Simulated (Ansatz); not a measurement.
# AgGeF3 (model cell, started as cubic perovskite with Ge in the octahedra): following an unstable mode, part 2 of 2

Which phase does AgGeF3 (model cell, started as cubic perovskite with Ge in the octahedra) fall into along its unstable mode, and how much energy does it gain?

Ansatz 0.2.0; DFT PBEsol, scalar-relativistic, plane waves, PAW; PAW set soft_1.

So far. Step 5 (Energy along the mode, all amplitudes (two of the runs …): The lowest of the steps tried is at 0.22 Å, 6.82 meV/atom below the parent; the bottom of the well need not coincide with a step. Step 7 (The new phase in its own primitive cell): The largest force component left is 0.51 meV/Å and the pressure is 0.003 GPa, within the tolerances set. The cell now holds 19.32 Å³/atom. The relaxed cell has a = 4.346, c = 5.113 Å (conventional setting).

The structure was built from a prototype and need not be the compound's stable phase.

**8. Modes of the new phase, k-mesh 6×6×6, occupations fixed**

A relaxed structure may still be a saddle point, so its zone-centre modes are computed. The response to a homogeneous field gives the Born charges and the dielectric tensor.

The input, input.yaml:

```yaml
crystal:
  lattice:
    - [4.3459026337, 0.0, 0.0]
    - [0.0, 4.3459026337, 0.0]
    - [0.0, 0.0, 5.1133480162]
  atoms:
    - { symbol: Ag, position: [0.0, 0.0, 0.1805099002] }
    - { symbol: Ge, position: [0.5, 0.5, 0.4560824717] }
    - { symbol: F, position: [0.5, 0.0, 0.3904250411] }
    - { symbol: F, position: [0.5, 0.5, 0.0967676671] }
    - { symbol: F, position: [0.0, 0.5, 0.3904250411] }
kpoints:
  mp_grid: { grid: [6, 6, 6] }
hamiltonian:
  xc: pbesol
  pseudopotentials: { kind: paw, azcp: { folder: soft_1 }, xc_functional: pbe }
scf:
  occupations: { method: fixed }
output:
  eigenvalues: true
phonons:
  method: dfpt
  dielectric: true
  rigid_motions: translations
```

Started as:

```sh
> ansatz run input.yaml --threads 4 --pin off --max-ram 16384MiB --backend cpu --events-out ev --progress --plain --runs-dir out
```

The job ended after 2 min (4 threads of Arm Neoverse V2, shared host; peak memory 1.6 GiB; 7.4 min of CPU time).

Numbers from this step:

```yaml
sum_rule_residual_before_enforcement: 1.27e-4 eV/Å²
miss_of_the_charge_sum_rule: 0.001944 e
estimated_error_of_the_dielectric_tensor: 0.007357
estimated_error_of_the_born_charges: 0.02110 e
point_group: 4mm
highest_optical_mode_at_the_zone_centre_no_lo_to_term: 492.4 cm⁻¹
lowest_optical_zone_centre_mode: -171.5 cm⁻¹
mean_high_frequency_dielectric_constant: 2.922
largest_born_charge_third_of_the_trace: 2.899 e
top_of_the_zone_centre_spectrum_with_the_field: 534.1 cm⁻¹
```

Patterns of degenerate modes are one choice out of their space. Modes at Γ, with each element's share of the kinetic energy (negative means imaginary):

```
mode  frequency (cm⁻¹)  symmetry  Ag %  Ge %  F %
   1            -171.5         E     2    12   86
   2            -171.5         E     2    12   86
   3               0.0  acoustic    45    31   24
   4               0.0  acoustic    45    31   24
   5               0.0  acoustic    45    31   24
   6              64.9         E    38    50   12
   7              64.9         E    38    50   12
   8              90.0        A1    53    34   13
   9             148.2        B1     0     0  100
  10             188.3         E    14     0   86
  11             188.3         E    14     0   86
  12             214.3         E     0     8   92
  13             214.3         E     0     8   92
  14             220.1        A1     2    13   86
  15             492.4        A1     0    22   78
```

Displacements in mode 2 (-171.5 cm⁻¹), the largest set to 1:
```
Ag1  0.00 -0.08  0.00
Ge2  0.00 -0.21  0.00
F3   0.00  1.00  0.00
F4   0.01  0.46  0.00
F5   0.02 -0.20  0.00
```

Displacements in mode 15 (492.4 cm⁻¹), the largest set to 1:
```
Ag1  0.00  0.00 -0.01
Ge2  0.00  0.00 -0.28
F3   0.00  0.00  0.06
F4   0.00  0.00  1.00
F5   0.00  0.00  0.06
```

Optical modes at the zone centre, without and with the macroscopic field of the longitudinal modes; each column is sorted by frequency, so a row need not hold one and the same mode. Modes with and without the field, by row:

```
rank among optical modes  no field (cm⁻¹)  q along (1, 0, 0) (cm⁻¹)  q along (0, 0, 1) (cm⁻¹)
                       1           -171.5                    -171.5                    -171.5
                       2           -171.5                      32.4                    -171.5
                       3             64.9                      64.9                      64.9
                       4             64.9                        90                      64.9
                       5               90                     141.1                      94.1
                       6            148.2                     148.2                     148.2
                       7            188.3                     188.3                     188.3
                       8            188.3                     214.1                     188.3
                       9            214.3                     214.3                     214.3
                      10            214.3                     220.1                     214.3
                      11            220.1                       339                     226.5
                      12            492.4                     492.4                     534.1
```

Born charge (rows field, columns displacement) (e), principal values of the symmetric part by kind of site:

```
atom  atoms with these values    low  middle   high   mean
 Ag1                        1   0.77    1.55   1.55   1.29
 Ge2                        1   1.85    3.43   3.43   2.90
  F3                        2  -3.11   -1.02  -0.49  -1.54
  F4                        1  -1.64   -0.84  -0.84  -1.11
```

In full for F4:

```
-0.84  0.00  0.00
 0.00 -0.84  0.00
 0.00  0.00 -1.64
```

High-frequency dielectric tensor:

```
3.18 0.00 0.00
0.00 3.18 0.00
0.00 0.00 2.40
```

Transverse modes; imaginary modes are left out. Lines of the infrared spectrum (strongest = 100):

```
position (cm⁻¹)  label  relative intensity
             65      E                  25
             90     A1                 1.7
            148     B1                 0.0
            188      E                 100
            214      E                 1.1
            220     A1                 6.2
            492     A1                  76
```

Before it was imposed, the acoustic sum rule was missed by 1.3e-4 eV/Å² and the charge sum rule by 0.0019 e. Small misses are needed for a sound result but don't prove that mesh and cutoff are converged. The lowest optical mode is imaginary, 171.5i cm⁻¹, so the energy falls along it.

**9. Summary of results**

* unstable mode of the parent: q = (0, 0, 0), 190i cm⁻¹
* depth at the lowest point sampled: 6.82 meV/atom
* largest atomic shift at that point: 0.22 Å
* space group reached (within 0.01 Å): P4mm
* energy gained over the parent (first relaxation, on the mesh of the frozen mode): 107 meV/atom
* volume per atom, phase reached: 19.3 Å³
* gap on the k-mesh, phase reached: 2.18 eV
* lowest optical zone-centre mode, phase reached: -172 cm⁻¹
* highest optical mode at the zone centre (no LO-TO term), phase reached: 492 cm⁻¹

In words: Along this mode the structure falls into P4mm, 107 meV/atom below the parent. At the parent's cell the well is 6.822 meV/atom deep on the steps tried, with its lowest point at a shift of 0.22 Å. Relaxing atoms and cell changes the gain by +99.88 meV/atom against the lowest step (energies at zero smearing). Most of the total comes from this relaxation. The new phase still has an imaginary mode at the zone centre of its cell, so it is a saddle point on the way to a lower structure. Of the 6 patterns followed to their end from this parent, this one ends 210 meV/atom above the lowest, R3m. Each path keeps the symmetry of its pattern, so a lower phase may lie along a pattern not tried. With no gap, or one that is small against the smearing, the frequencies hang on the k mesh and the smearing, most of all near Kohn anomalies. The PAW files were made for PBE and serve the other functionals too. The starting cell was built on a prototype and not taken from a measurement, so the phase need not exist.

[Logs are printed without paths, hosts, clocks, repeated set-up lines and the standing remarks that a program may print on its own settings, such as how far it seeks lower states.]

[Hosts, paths, dates, database ids (printed as entryN), source tags and the programs' standing remarks are cut or masked in the printed files.]
